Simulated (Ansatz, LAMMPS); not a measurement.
## Localised basis functions on free surface of ionic liquid triethylsulfonium acetate with Li salt at 300 K (95 atoms)

Aim: test how closely localised support functions follow the reference on free surface of ionic liquid triethylsulfonium acetate with Li salt at 300 K (95 atoms), and at what cost. A setting counts as converged where the r.m.s. difference of forces stays under 1 % of the r.m.s. force.

Main program and level: Ansatz 0.2.0; Kohn-Sham DFT, PBE+D3(BJ), PAW (set soft_2), plane waves.

### Step 1. The system as given

The cell holds 95 atoms: 26 C, 3 S, 57 H, 8 O and 1 Li. Cell: a = 9.537 Å, b = 9.537 Å, c = 22.261 Å, α = 90.0°, β = 90.0°, γ = 90.0°. 3 triethylsulfonium, 4 acetate, 1 Li+ placed at random, at 1.07 g/cm³, as a film with 12 Å of vacuum; overlaps pushed apart, then 10 ps at 340 K with Joung-Cheatham ions (J. Phys. Chem. B 112, 9020 (2008)); MMFF94 bonds, angles, torsions, charges and radii (Halgren, J. Comput. Chem. 17, 490 (1996)) in harmonic and 12-6 forms; charges of ions scaled by 0.8. Snapshot after 30 ps at 300 K and fixed volume. Vacuum lies along c.

What the set-up can't give: The network of contacts between molecules at the start is that of the classical potential that made the cell, and needn't be the one that DFT or experiment would give. Beside vacuum, support functions can miss their usual error bounds without a warning. Sampling is at Γ alone, for a cell whose shortest periodic width is 10 Å.

### Step 2. The classical run that made the cell

A classical potential makes the cell, at a small fraction of what the same run would cost in DFT.

This step: classical MD, Joung-Cheatham ions (J. Phys. Chem. B 112, 9020 (2008)); MMFF94 bonds, angles, torsions, charges and radii (Halgren, J. Comput. Chem. 17, 490 (1996)) in harmonic and 12-6 forms; charges of ions scaled by 0.8 (LAMMPS 22 Jul 2025 - Update 4).

in.lmp

```
# free surface of ionic liquid triethylsulfonium acetate with Li salt
units real
atom_style full
boundary p p p
bond_style harmonic
angle_style harmonic
dihedral_style opls
improper_style harmonic
special_bonds lj 0 0 0.5 coul 0 0 0.75
read_data data.lmp
neigh_modify delay 0 every 1 check yes one 4000
comm_modify cutoff 12.0
timestep 0.5
thermo_style custom step time temp pe press density
thermo_modify norm yes
# push overlapping molecules apart
pair_style soft 2.6
pair_coeff * * 0.0
variable a equal ramp(1,60)
fix ad all adapt 1 pair soft a * * v_a
velocity all create 340 186097 mom yes dist gaussian
fix lim all nve/limit 0.03
fix lan all langevin 340 340 50 186098 zero yes
thermo 1000
run 3000 post no
unfix ad
pair_style lj/cut/coul/long 8.6
pair_modify mix arithmetic
pair_coeff 1 1 0.0678 3.3680   # C
pair_coeff 2 2 0.2681 3.6400   # S
pair_coeff 3 3 0.0216 2.5400   # H
pair_coeff 4 4 0.0678 3.4070   # C
pair_coeff 5 5 0.0763 3.0960   # O
pair_coeff 6 6 0.3367 1.4094   # Li
# [... 18 lines left out ...]
compute msd all msd com yes
thermo 7500
fix md all nvt temp 300 300 100
run 30000 post no
print "== T300: mean square displacement over the hold $(c_msd[4]:%.2f) A^2"
unfix md
uncompute msd
write_dump all custom T300.dump id type xs ys zs modify sort id
```

On the command line:

```sh
$ lmp -in in.lmp -log none -nocite
```

Standard output:

```text
LAMMPS (22 Jul 2025 - Update 4)
Reading data file ...
  orthogonal box = (0 0 0) to (9.5373 9.5373 22.26098)
  95 atoms
  orthogonal box = (0 0 0) to (9.5373 9.5373 22.26098)
  87 bonds
  153 angles
  159 dihedrals
  4 impropers
WARNING: Bond/angle/dihedral extent > half of periodic box length
   Step          Time           Temp          PotEng         Press         Density
         0   0              340            0.052386851    881.43885      0.49274571
      1000   500            319.76911      1.0558882      5538.4312      0.49274571
      2000   1000           308.48057      1.0153456      6422.9155      0.49274571
      3000   1500           322.30543      0.92327903     5772.6337      0.49274571
WARNING: Bond/angle/dihedral extent > half of periodic box length
Loop time of 0.248942 s on 1 MPI rank(s) for 3000 steps with 95 atoms
PPPM initialization ...
WARNING: System is not charge neutral, net charge = -0.0003
[... 33 lines left out ...]
Loop time of 4.00518 s on 1 MPI rank(s) for 10000 steps with 95 atoms
WARNING: Bond/angle/dihedral extent > half of periodic box length
   Step          Time           Temp          PotEng         Press         Density
[... 4 lines left out ...]
WARNING: Bond/angle/dihedral extent > half of periodic box length
Loop time of 2.04186 s on 1 MPI rank(s) for 5000 steps with 95 atoms
WARNING: Bond/angle/dihedral extent > half of periodic box length
   Step          Time           Temp          PotEng         Press         Density
[... 2 lines left out ...]
     30000   29000          318.98812     -2.3209077     -439.26227      0.49274571
     37500   36500          298.7607      -2.2777025     -1050.5425      0.49274571
     45000   44000          316.34462     -2.274438      -588.32241      0.49274571
     47000   46000          294.64213     -2.2723664      2633.9734      0.49274571
WARNING: Bond/angle/dihedral extent > half of periodic box length
Loop time of 12.4501 s on 1 MPI rank(s) for 30000 steps with 95 atoms
== T300: mean square displacement over the hold 18.21 A^2
```

It took 20 s on 1 thread of Intel Xeon Platinum 8259CL at 2.50GHz (Skylake/Cascade Lake), shared host; peak memory 0.11 GiB.

The input also reads data.lmp (atoms, bonds and types; not printed here).

### Step 3. Plane-wave single point

The first run uses the default basis; a harder plane-wave run follows as the reference for the support functions.

input.yaml

```yaml
crystal:
  lattice:
    - [9.5373, 0.0, 0.0]
    - [0.0, 9.5373, 0.0]
    - [0.0, 0.0, 22.26098]
  atoms:
    - { symbol: C, position: [0.21968, 0.82022, 0.67534] }
    - { symbol: C, position: [0.34626, 0.72448, 0.6786] }
    - { symbol: S, position: [0.47054, 0.77131, 0.61832] }
    - { symbol: C, position: [0.36529, 0.68741, 0.55917] }
    - { symbol: C, position: [0.42811, 0.6997, 0.49806] }
    - { symbol: C, position: [0.58338, 0.61787, 0.62745] }
    - { symbol: C, position: [0.69393, 0.65219, 0.67567] }
    - { symbol: H, position: [0.15107, 0.78415, 0.6387] }
    - { symbol: H, position: [0.15097, 0.81178, 0.7146] }
    - { symbol: H, position: [0.24942, 0.92869, 0.67098] }
    - { symbol: H, position: [0.32172, 0.61611, 0.67652] }
    - { symbol: H, position: [0.39878, 0.74453, 0.71975] }
    - { symbol: H, position: [0.35107, 0.58105, 0.57492] }
    - { symbol: H, position: [0.26233, 0.74346, 0.55454] }
    - { symbol: H, position: [0.51047, 0.63456, 0.49191] }
    - { symbol: H, position: [0.47034, 0.80449, 0.4962] }
    - { symbol: H, position: [0.34147, 0.68365, 0.46427] }
    - { symbol: H, position: [0.52622, 0.52512, 0.64288] }
    - { symbol: H, position: [0.64383, 0.5948, 0.58733] }
    - { symbol: H, position: [0.74682, 0.55714, 0.68591] }
    - { symbol: H, position: [0.76205, 0.73009, 0.66413] }
    - { symbol: H, position: [0.64827, 0.67117, 0.71908] }
    - { symbol: C, position: [0.52605, 0.90509, 0.28696] }
    - { symbol: C, position: [0.41631, 0.82667, 0.32514] }
    - { symbol: S, position: [0.24484, 0.82621, 0.28536] }
    - { symbol: C, position: [0.23536, 0.63649, 0.27261] }
    - { symbol: C, position: [0.13821, 0.57968, 0.22763] }
    - { symbol: C, position: [0.12984, 0.81885, 0.34838] }
    - { symbol: C, position: [0.98137, 0.84064, 0.32999] }
    - { symbol: H, position: [0.52155, 0.01617, 0.2986] }
    - { symbol: H, position: [0.63529, 0.87313, 0.29691] }
    - { symbol: H, position: [0.49468, 0.89714, 0.23875] }
    - { symbol: H, position: [0.40474, 0.89132, 0.36906] }
    - { symbol: H, position: [0.44373, 0.71891, 0.33628] }
    - { symbol: H, position: [0.34011, 0.62364, 0.24818] }
    - { symbol: H, position: [0.22881, 0.57766, 0.31431] }
    - { symbol: H, position: [0.12474, 0.46412, 0.22795] }
    - { symbol: H, position: [0.03622, 0.62407, 0.23805] }
    - { symbol: H, position: [0.17474, 0.61449, 0.18343] }
    - { symbol: H, position: [0.15823, 0.90521, 0.38023] }
    - { symbol: H, position: [0.15613, 0.72704, 0.37345] }
    - { symbol: H, position: [0.90221, 0.8472, 0.36389] }
    - { symbol: H, position: [0.94822, 0.77255, 0.29763] }
    - { symbol: H, position: [0.9726, 0.94257, 0.308] }
    - { symbol: C, position: [0.77306, 0.35873, 0.47175] }
    - { symbol: C, position: [0.90975, 0.39536, 0.44294] }
    - { symbol: S, position: [0.04105, 0.249, 0.46142] }
    - { symbol: C, position: [0.18216, 0.31211, 0.41064] }
    - { symbol: C, position: [0.15707, 0.24384, 0.35103] }
    - { symbol: C, position: [0.11442, 0.32902, 0.53108] }
    - { symbol: C, position: [0.21785, 0.2253, 0.5584] }
    - { symbol: H, position: [0.73246, 0.25593, 0.45396] }
    - { symbol: H, position: [0.78509, 0.36287, 0.51841] }
    - { symbol: H, position: [0.69396, 0.4334, 0.45474] }
    - { symbol: H, position: [0.90951, 0.40293, 0.39663] }
    - { symbol: H, position: [0.94363, 0.48897, 0.46534] }
    - { symbol: H, position: [0.27763, 0.27413, 0.43129] }
    - { symbol: H, position: [0.18315, 0.4255, 0.41323] }
    - { symbol: H, position: [0.16151, 0.13158, 0.35498] }
    - { symbol: H, position: [0.24038, 0.27991, 0.32118] }
    - { symbol: H, position: [0.05348, 0.26245, 0.33535] }
    - { symbol: H, position: [0.16308, 0.43186, 0.5198] }
    - { symbol: H, position: [0.03518, 0.34497, 0.56668] }
    - { symbol: H, position: [0.31709, 0.22002, 0.53762] }
    - { symbol: H, position: [0.23418, 0.26055, 0.60285] }
    - { symbol: H, position: [0.17072, 0.11992, 0.55468] }
    - { symbol: C, position: [0.04636, 0.23388, 0.76976] }
    - { symbol: C, position: [0.19627, 0.24126, 0.74501] }
    - { symbol: O, position: [0.24142, 0.35017, 0.71943] }
    - { symbol: O, position: [0.27398, 0.13627, 0.75826] }
    - { symbol: H, position: [0.98163, 0.20678, 0.73352] }
    - { symbol: H, position: [0.01265, 0.34048, 0.78284] }
    - { symbol: H, position: [0.04055, 0.16744, 0.80818] }
    - { symbol: C, position: [0.704, 0.42765, 0.23116] }
    - { symbol: C, position: [0.70509, 0.49287, 0.29355] }
    - { symbol: O, position: [0.82397, 0.52728, 0.31049] }
    - { symbol: O, position: [0.58352, 0.51042, 0.315] }
    - { symbol: H, position: [0.63159, 0.33661, 0.24022] }
    [... 11 atom lines left out ...]
    - { symbol: O, position: [0.55865, 0.25944, 0.632] }
    - { symbol: O, position: [0.61328, 0.13525, 0.71097] }
    - { symbol: H, position: [0.72424, 0.97066, 0.63188] }
    - { symbol: H, position: [0.826, 0.13571, 0.63638] }
    - { symbol: H, position: [0.72635, 0.10959, 0.57143] }
    - { symbol: Li, position: [0.43954, 0.24392, 0.71977] }
kpoints:
  mp_grid: { grid: [1, 1, 1] }
hamiltonian:
  xc: pbe
  dispersion: d3bj
scf:
  occupations: { method: fixed }
output:
  forces: true
  populations: true
  dos:
    method: { smearing: { sigma: 0.1 } }
    de: 0.1
    projected: { site_lists: { C: [C], H: [H], Li: [Li], O: [O], S: [S] } }
  eigenvalues: true
  write_density: true
  write_potential: true
  volumetric_format: npy
  elf: true
```

On the command line:

```sh
$ ansatz run input.yaml --threads 4 --pin off --max-ram 8192MiB --backend cpu --events-out ev --progress --plain --runs-dir out
```

Standard output:

```text
Engine: ansatz 0.2.0, x86_64-unknown-linux-gnu
Pseudopotentials: kind: paw
Pseudopotential: C, paw, valence charge 4, recommended cutoff 420 eV (normal), C.paw.azcp
Pseudopotential: S, paw, valence charge 6, recommended cutoff 420 eV (normal), S.paw.azcp
Pseudopotential: H, paw, valence charge 1, recommended cutoff 420 eV (normal), H.paw.azcp
Pseudopotential: O, paw, valence charge 6, recommended cutoff 420 eV (normal), O.paw.azcp
Pseudopotential: Li, paw, valence charge 3, recommended cutoff 420 eV (normal), Li.paw.azcp
[... 5 lines on functional and potentials left out ...]
Crystal: 95 atoms, lattice volume = 2024.861 Å³
Basis set: ecut = 420 eV, 39611 PW (Γ), exchange–correlation on 128×128×300 points (8 copies of the dense FFT grid, shifted against one another)
Bands: 210, of which v1, the nominal top of the filled ones, is band 115 counted from 1 (114 counted from 0)
Symmetry: 1 space group operations
Space group: P1 (ITA 1), of the structure as read, at distance tolerance 1.3e-4 Å
k-points: 1
[... 11 lines on functional and potentials left out ...]
Initial density: superposition of atomic densities (neutral atoms: chi_scale 0, normalization atom), corrected by the library's trained network
Initial wavefunctions: pseudopotential atomic-orbital guess
Functional: x = pbe(κ = 0.804, μ = 0.219515), c = pbe(β = 0.066725)
SCF iter   1: F=—  HF=-14888.760964 eV  |F-HF|=—  |Δ(HF+E_count)|=         —  Δρ=5.30e-3  dr2=1.83e0  ethr=1.77e-3  ⟨swp⟩=5.0  Hψ=771  notcnv=0  defer=92
preconditioner: auto → Resta (q_TF=auto, 1.899 Å⁻¹)  ε∞=1.8  [insulator: Δε(μ)=3.118 eV  Ē_g=13.350 eV  n_scr=228 (ndim 8)  ℏωp=12.0 eV  f_vac=0.538  ε∞_Penn≈1.8  vacuum switching on, ρ_ref=1.3e-2 e/Å³]
SCF iter   2: F=—  HF=-14888.084391 eV  |F-HF|=—  |Δ(HF+E_count)|=   6.77e-1  Δρ=3.26e-3  dr2=2.82e-1  ethr=7.96e-4  ⟨swp⟩=2.0  Hψ=300  notcnv=0  defer=91
SCF iter   3: F=—  HF=-14887.996905 eV  |F-HF|=—  |Δ(HF+E_count)|=   8.75e-2  Δρ=1.62e-3  dr2=7.51e-2  ethr=1.22e-4  ⟨swp⟩=2.0  Hψ=358  notcnv=0  defer=93
SCF iter   4: F=—  HF=-14887.980496 eV  |F-HF|=—  |Δ(HF+E_count)|=   1.64e-2  Δρ=1.09e-3  dr2=2.33e-2  ethr=3.27e-5  ⟨swp⟩=3.0  Hψ=236  notcnv=0  defer=93
SCF iter   5: F=—  HF=-14887.976564 eV  |F-HF|=—  |Δ(HF+E_count)|=   3.93e-3  Δρ=3.76e-4  dr2=2.32e-3  ethr=1.01e-5  ⟨swp⟩=2.0  Hψ=358  notcnv=0  defer=93
SCF iter   6: F=—  HF=-14887.976346 eV  |F-HF|=—  |Δ(HF+E_count)|=   2.18e-4  Δρ=1.11e-4  dr2=1.62e-4  ethr=1.01e-6  ⟨swp⟩=2.0  Hψ=233  notcnv=0  defer=91
SCF iter   7: F=—  HF=-14887.976413 eV  |F-HF|=—  |Δ(HF+E_count)|=   6.77e-5  Δρ=3.55e-5  dr2=1.80e-5  ethr=7.02e-8  ⟨swp⟩=2.0  Hψ=231  notcnv=0  defer=91
SCF iter   8: F=—  HF=-14887.977229 eV  |F-HF|=—  |Δ(HF+E_count)|=   8.16e-4  Δρ=1.58e-5  dr2=3.86e-6  ethr=7.84e-9  ⟨swp⟩=2.0  Hψ=233  notcnv=0  defer=91
SCF iter   9: F=—  HF=-14887.977230 eV  |F-HF|=—  |Δ(HF+E_count)|=   5.26e-7  Δρ=5.24e-6  dr2=3.74e-7  ethr=1.68e-9  ⟨swp⟩=2.0  Hψ=233  notcnv=0  defer=91
SCF iter  10: F=-14887.977230 eV  HF=-14887.977230 eV  |F-HF|=3.00e-8  |Δ(HF+E_count)|=   1.21e-7  Δρ=1.65e-6  dr2=2.73e-8  ethr=4.35e-11  ⟨swp⟩=32.0  Hψ=2397  notcnv=0
SCF 1 converged in 10 iterations: F = -14887.977230 eV  dr2 = 2.73e-8
  greatest PAW one-centre occupation: 1.000 electrons in one spin orbital (limit 2), on the Li atom at site 94 (counted from 0), in its partial waves of l = 0
WARN: The output density's exchange-correlation potential varies sharply where the density is thin. Do not read a vacuum level from v_tot or v_xc, or from such a field of the output density. On a cell that repeats whose density bears no net charge and no dipole along the vacuum's axis use v_es (v_loc + v_h of the components); [...]
SCF converged after 10 iterations
Free energy (F): -14887.977230 eV
Harris-Foulkes:  -14887.977230 eV  (|F-HF|=3.00e-8)
Internal energy: -14887.977230 eV  (E = F + TS)
E sigma→0 (E₀):  -14887.977230 eV
Fermi energy:    -1.867532 eV
--- Per-component energies (eV) ---
  E_band       = -2376.975048
  E_kinetic    = 4918.592216
  E_local      = -52257.963219  (includes V_loc(G=0)·N_el)
  E_nonlocal   = 1246.218076
  E_hartree    = 23744.563494
  E_xc         = -2656.000644
  E_vxc        = -3237.289385  (∫ρ·V_xc dr)
  E_paw        = -5705.971911  (= ΣΔE_a)
  E_vpaw       = -535.602824  (= ΣTr[D̂ρ^β])
  E_aug_tail   = -0.059388  (compensation charges beyond the density's cutoff)
  E_ewald      = 15826.288842
  E_disp       = -3.644696  (pairwise vdW)
  E_smearing   = -0.000000  (= −TS)
  E_closure    = -0.000000  (closes the sum)
  Σ components = -14887.977230   (vs F -14887.977230, Δ=0.00e0)
--- Forces (eV/Å), atoms counted from 1 ---
  atom   1  C     -0.84012649    -0.88371334    -0.54973053
  atom   2  C     -0.35489773     1.82722313     0.01863546
  atom   3  S     -0.90388789    -2.08582276    -0.13979599
  atom   4  C     -1.34996856     1.15158573    -0.19268927
  atom   5  C     -2.44090776     1.56065498    -0.08885994
  atom   6  C      1.68346677     0.55764777     1.42245372
  atom   7  C     -2.36450228    -1.84037207     0.53808161
  atom   8  H      0.04522557     0.37676628    -0.19891677
  atom   9  H      0.36491076    -0.08100136     0.35263903
  atom  10  H      0.06462281     0.65267453    -0.04484395
  atom  11  H     -0.19467831    -1.28189870    -0.35191714
  atom  12  H      0.94340544     0.19490502     0.98720032
  atom  13  H     -0.22945169    -0.39681028     0.15191165
  atom  14  H      0.37919252    -0.41983073     0.62510203
[...]
atom  94  H     -0.05912991    -0.52040719     0.40562372
  atom  95  Li    -0.28090329    -0.29345772    -0.06413727
  max |Σ_I F_I| component: 3.56e-5 eV/Å
--- Band table (eV) ---
  k-point 0: bands = ["-45.4971", "-22.8451", "-22.7004", "-22.5185", [... 194 levels ...], "5.9911", "6.0414", "6.1079", "6.1413", "6.2492", "6.2825", "6.2993", "6.3855", "6.4199", "6.4609", "6.4775", "6.5309"]
--- Löwdin populations: 95 sites ---
  site symbol       q [e]
     0      C      4.4690
     1      C      4.3415
     2      S      5.2305
[...]
94     Li      2.2316
  spilling = 0.015250 (of n_electrons = 230.000000)
```

It took 14 s on 4 threads of Intel Xeon Platinum 8259CL at 2.50GHz (Skylake/Cascade Lake), shared host; peak memory 1.8 GiB; 50 s of CPU time.

The program notes that the exchange-correlation potential is rough where the density is thin.

Numbers from this run:

| Property | Result |
| --- | --- |
| free energy | -14887.9772 eV |
| free energy per atom | -156.7156 eV/atom |
| SCF cycles | 10 |
| r.m.s. force component | 0.9426 eV/Å |
| longest force | 3.766 eV/Å |
| Fermi energy | -1.868 eV |
| gap (highest filled to lowest empty level) | 1.327 eV |
| spilling of the projection | 0.01525 |

The r.m.s. force component of 0.94 eV/Å sets the scale for the differences below.

### Step 4. Plane waves at 750 eV (750 eV)

A harder cutoff gives the support functions a reference with less basis error.

input.yaml, the sections that differ from step 3:

```yaml
output:
  forces: true
  eigenvalues: true
basis:
  ecutwfc: "750 eV"
# crystal, kpoints, hamiltonian, scf: as in step 3
```

Standard output:

```text
[...]
Crystal: 95 atoms, lattice volume = 2024.861 Å³
Basis set: ecut = 750 eV, 94443 PW (Γ), exchange–correlation on 180×180×400 points (8 copies of the dense FFT grid, shifted against one another)
Bands: 210, of which v1, the nominal top of the filled ones, is band 115 counted from 1 (114 counted from 0)
Symmetry: 1 space group operations
[...]
k-points: 1
[...]
SCF iter   1: F=—  HF=-14889.073496 eV  |F-HF|=—  |Δ(HF+E_count)|=         —  Δρ=5.38e-3  dr2=1.84e0  ethr=1.77e-3  ⟨swp⟩=5.0  Hψ=771  notcnv=0  defer=92
[...]
SCF iter   3: F=—  HF=-14888.308990 eV  |F-HF|=—  |Δ(HF+E_count)|=   8.92e-2  Δρ=1.61e-3  dr2=7.46e-2  ethr=1.23e-4  ⟨swp⟩=2.0  Hψ=270  notcnv=0  defer=16
automatic band count: iteration 3 solves 133 bands in place of 210: the levels show a gap, and the empty bands left out lie too high to hold charge; the band table lists the bands solved (type scf.n_extra_bands for more)
SCF iter   4: F=—  HF=-14888.290034 eV  |F-HF|=—  |Δ(HF+E_count)|=   1.90e-2  Δρ=1.10e-3  dr2=2.35e-2  ethr=3.24e-5  ⟨swp⟩=3.0  Hψ=236  notcnv=0  defer=16
SCF iter   5: F=—  HF=-14888.285594 eV  |F-HF|=—  |Δ(HF+E_count)|=   4.44e-3  Δρ=3.81e-4  dr2=2.40e-3  ethr=1.02e-5  ⟨swp⟩=3.0  Hψ=278  notcnv=0  defer=16
[...]
SCF iter   9: F=—  HF=-14888.285042 eV  |F-HF|=—  |Δ(HF+E_count)|=   4.23e-7  Δρ=5.28e-6  dr2=3.97e-7  ethr=1.53e-9  ⟨swp⟩=3.0  Hψ=242  notcnv=0  defer=14
SCF iter  10: F=-14888.285042 eV  HF=-14888.285042 eV  |F-HF|=2.25e-8  |Δ(HF+E_count)|=   8.79e-8  Δρ=1.60e-6  dr2=2.62e-8  ethr=4.35e-11  ⟨swp⟩=20.0  Hψ=713  notcnv=0
SCF 1 converged in 10 iterations: F = -14888.285042 eV  dr2 = 2.62e-8
[...]
SCF converged after 10 iterations
Free energy (F): -14888.285042 eV
[...]
Internal energy: -14888.285042 eV  (E = F + TS)
E sigma→0 (E₀):  -14888.285042 eV
Fermi energy:    -1.868145 eV
[...]
Σ components = -14888.285042   (vs F -14888.285042, Δ=0.00e0)
--- Forces (eV/Å), atoms counted from 1 ---
  atom   1  C     -0.84904170    -0.87760200    -0.55041370
  atom   2  C     -0.35085573     1.81892490     0.02615791
  atom   3  S     -0.90417651    -2.08662185    -0.13980653
  atom   4  C     -1.35911614     1.14680936    -0.18768467
[...]
atom  95  Li    -0.28124970    -0.29370758    -0.06376785
  max |Σ_I F_I| component: 5.93e-5 eV/Å
--- Band table (eV) ---
[...]
```

Elapsed: 21 s, on 4 threads; peak memory 3.9 GiB; 76 s of CPU time.

Forces differ from the reference by 5.6 meV/Å r.m.s., 0.59 % of their size, within a tolerance of 1 %; the energy by -3.2 meV/atom. It took roughly 1.5 times the reference's time (one timing each, with unlike analyses asked), in 10 cycles against 10.

(Part 1 of 4 ends here.)

[Long decimals in the printed logs are rounded to 6 places.]

[Logs are printed without paths, hosts, clocks, repeated set-up lines and the standing remarks that a program may print on its own settings, such as how far it seeks lower states.]

[Hosts, paths, dates, database ids (printed as entryN), source tags and the programs' standing remarks are cut or masked in the printed files.]

[The MMFF94 radii named for the starting cell were scaled by 0.96; in molecules described by MMFF94, hydrogen bound to N, O or S took a small fixed 12-6 site in their place.]
